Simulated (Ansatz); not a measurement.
# Anharmonic phonons and stability of ThPb3 (Pm-3m), part 2 of 2

Aim: the vibrations and stability of ThPb3 with thermal and zero-point motion included.

Ansatz 0.2.0; DFT LDA, scalar-relativistic, plane waves, PAW.

So far, pressure (GPa): step 2 (a first coarse run) -2.31; step 3 (k-mesh 10×10×10) -2.53; step 4 (k-mesh 10×10×10, occupations Methfessel-Paxton, smearing width …) -2.54.

### Step 5. Sampling the crystal at temperature (continued)

600 K; each column in its own order of rank; one wavevector of each set of like ones; translations left out; no LO-TO term. Modes at 600K, by row, the first 40 of 45 rows:

```
 q1   q2   q3  rank  harmonic (cm⁻¹)  gaussian (cm⁻¹)  gaussian error (cm⁻¹)  hessian (cm⁻¹)  hessian error (cm⁻¹)  path integral (cm⁻¹)  path integral error (cm⁻¹)
  0    0    0     1             67.5             68.7                    0.3            66.4                   0.4                  65.9                         0.3
  0    0    0     2             67.5             68.7                    0.3            66.4                   0.4                  65.9                         0.3
  0    0    0     3             67.5             68.7                    0.3            66.4                   0.4                  65.9                         0.3
  0    0    0     4             73.2             75.7                    0.2            72.7                   0.3                  72.4                         0.3
  0    0    0     5             73.2             75.7                    0.2            72.7                   0.3                  72.4                         0.3
  0    0    0     6             73.2             75.7                    0.2            72.7                   0.3                  72.4                         0.3
  0    0    0     7            102.2            107.4                    0.2           103.3                   0.4                 103.1                         0.4
  0    0    0     8            102.2            107.4                    0.2           103.3                   0.4                 103.1                         0.4
  0    0    0     9            102.2            107.4                    0.2           103.3                   0.4                 103.1                         0.4
  0    0  0.5     1             42.9             46.1                    0.2            43.7                   0.2                  43.8                         0.2
  0    0  0.5     2             42.9             46.1                    0.2            43.7                   0.2                  43.8                         0.2
  0    0  0.5     3             49.9             51.9                    0.2            49.2                   0.2                  48.8                         0.2
  0    0  0.5     4             49.9             51.9                    0.2            49.2                   0.2                  48.8                         0.2
  0    0  0.5     5             52.4             63.9                    0.6            59.5                   0.8                  59.9                         0.4
  0    0  0.5     6             69.6             72.5                    0.3            70.2                   0.4                  70.1                         0.3
  0    0  0.5     7             70.3               75                    0.2            71.2                   0.4                  70.9                         0.3
  0    0  0.5     8             80.6             84.1                    0.2            81.1                   0.3                  80.8                         0.3
  0    0  0.5     9             80.8             86.5                    0.3            82.8                   0.4                  82.5                         0.3
  0    0  0.5    10             80.8             86.5                    0.3            82.8                   0.4                  82.5                         0.3
  0    0  0.5    11             89.6             94.7                    0.3            89.9                   0.4                  89.1                         0.4
  0    0  0.5    12             89.6             94.7                    0.3            89.9                   0.4                  89.1                         0.4
  0  0.5  0.5     1             33.5             39.2                    0.2            36.5                   0.3                  36.6                         0.2
  0  0.5  0.5     2             33.5             39.2                    0.2            36.5                   0.3                  36.6                         0.2
  0  0.5  0.5     3             39.9             42.4                    0.3            40.8                   0.4                  40.5                         0.3
  0  0.5  0.5     4               51             56.5                    0.4            53.3                   0.5                  52.9                         0.5
  0  0.5  0.5     5             54.6             59.1                    0.5            54.7                   0.7                  54.7                         0.3
  0  0.5  0.5     6             69.4             70.7                    0.4            67.9                   0.5                  67.6                         0.4
  0  0.5  0.5     7             69.4             75.3                    0.2            70.8                   0.3                  70.5                         0.2
  0  0.5  0.5     8             69.8             75.3                    0.2            70.8                   0.3                  70.5                         0.2
  0  0.5  0.5     9             80.3             86.6                    0.3            84.4                   0.7                  84.1                         0.3
  0  0.5  0.5    10             83.7             92.8                    0.2            89.5                   0.3                  89.6                         0.2
  0  0.5  0.5    11             95.7             99.1                    0.5            94.8                   0.6                  94.4                         0.6
  0  0.5  0.5    12             95.7             99.1                    0.5            94.8                   0.6                  94.4                         0.6
0.5  0.5  0.5     1             41.5             44.3                    0.6            42.3                   0.7                  42.3                         0.2
0.5  0.5  0.5     2             41.5             44.3                    0.6            42.3                   0.7                  42.3                         0.2
0.5  0.5  0.5     3             41.5             44.3                    0.6            42.3                   0.7                  42.3                         0.2
0.5  0.5  0.5     4             46.7             46.7                    0.3            45.3                   0.4                  44.9                         0.3
0.5  0.5  0.5     5             46.7             46.7                    0.3            45.3                   0.4                  44.9                         0.3
0.5  0.5  0.5     6             57.8             58.4                    0.2            55.1                   0.3                  54.6                         0.3
0.5  0.5  0.5     7             57.8             58.4                    0.2            55.1                   0.3                  54.6                         0.3
```

By temperature, by row:

```
T (K)  verdict  pressure (GPa)  error (GPa)  vibrational free energy (eV/cell)  entropy (J/mol-cell/K)  free energy beyond the Gaussian (eV/cell)  mean-square displacement of the first Th, sum over three axes, rings (Å²)  rings doubtful
  100   stable          -2.314        0.016                          -0.008505                   115.4                                   -3.40e-4                                                                    0.01164           false
  300   stable          -1.713        0.034                            -0.3737                   219.2                                   -0.00286                                                                    0.03211           false
  600   stable         -0.8489        0.027                              -1.17                   285.3                                     -0.011                                                                    0.06177           false
```

Lowest frequency on the supercell's wavevectors (translations apart) against temperature:

```
temperature (K)  harmonic (cm⁻¹)  gaussian (cm⁻¹)  hessian (cm⁻¹)  path integral (cm⁻¹)
            100             33.5             35.0            34.4                  34.5
            300             33.5             37.0            35.6                  35.6
            600             33.5             39.1            36.5                  36.6
```

Free-energy Hessian at 600 K, interpolated by phonopy, no LO-TO term. Phonon branches along the path, in cm⁻¹:

```
    point  branch 1  branch 2  branch 3  branch 4  branch 9  branch 10  branch 11  branch 12
        Γ         0         0         0        66        73        103        103        103
  halfway        24        24        40        62        75         96         98         98
        X        44        44        49        49        83         83         90         90
  halfway        38        40        47        52        82         85         90         93
        M        36        36        41        53        84         90         95         95
  halfway        19        33        56        57        82         92         93         97
        Γ         0         0         0        66        73        103        103        103
  halfway        28        28        55        55        73         90         99         99
        R        42        42        42        45        86        107        107        107
  halfway        38        41        48        51        83         92         97        100
        X        44        44        49        49        83         83         90         90
jump to M        36        36        41        53        84         90         95         95
  halfway        40        40        43        48        86         99        102        102
        R        42        42        42        45        86        107        107        107
```

The highest branch reaches 107 cm⁻¹ on this path, at R. No branch goes imaginary on this path.

### Step 6. Summary of results

| Item | Value |
| --- | --- |
| 100 K | stable; softest mode 34.4 cm⁻¹ (harmonic 33.5); pressure -2.31 GPa |
| 300 K | stable; softest mode 35.6 cm⁻¹ (harmonic 33.5); pressure -1.71 GPa |
| 600 K | stable; softest mode 36.5 cm⁻¹ (harmonic 33.5); pressure -0.849 GPa |

At fixed cell ThPb3 is judged stable at 100 K, stable at 300 K and stable at 600 K. The crystal is harmonically stable on these wavevectors; at fixed cell its lowest frequency is 33.5 cm⁻¹ in the harmonic picture and 36.5 cm⁻¹ from the free energy at 600 K. At 600 K the largest relative shift among harmonically stable modes above 20 cm⁻¹ that exceeds three times its error is at q = (0, 0, 0.5): 52.4 cm⁻¹ becomes 59.5 ± 0.8 cm⁻¹, matching modes by rank. The pressure column includes -2.7 GPa of the lattice at rest on the supercell's coarser k-mesh; in the Gaussian the ions' motion adds +1.82 GPa at 600 K, from the supercell's own modes alone. The cell is held fixed, the 32-atom supercell samples only its own wavevectors, and linewidths are not included; the verdicts are statistical. The PAW files were made for PBE and are used here under another functional, for which the program regenerates the frozen cores. The series or run stands on the volume of the database entry, not on this functional's own equilibrium cell.

[Logs are printed without paths, hosts, clocks, repeated set-up lines and the standing remarks that a program may print on its own settings, such as how far it seeks lower states.]

[Hosts, paths, dates, database ids (printed as entryN), source tags and the programs' standing remarks are cut or masked in the printed files.]

[A step with changed settings may run another functional than the one named; its input shows which.]
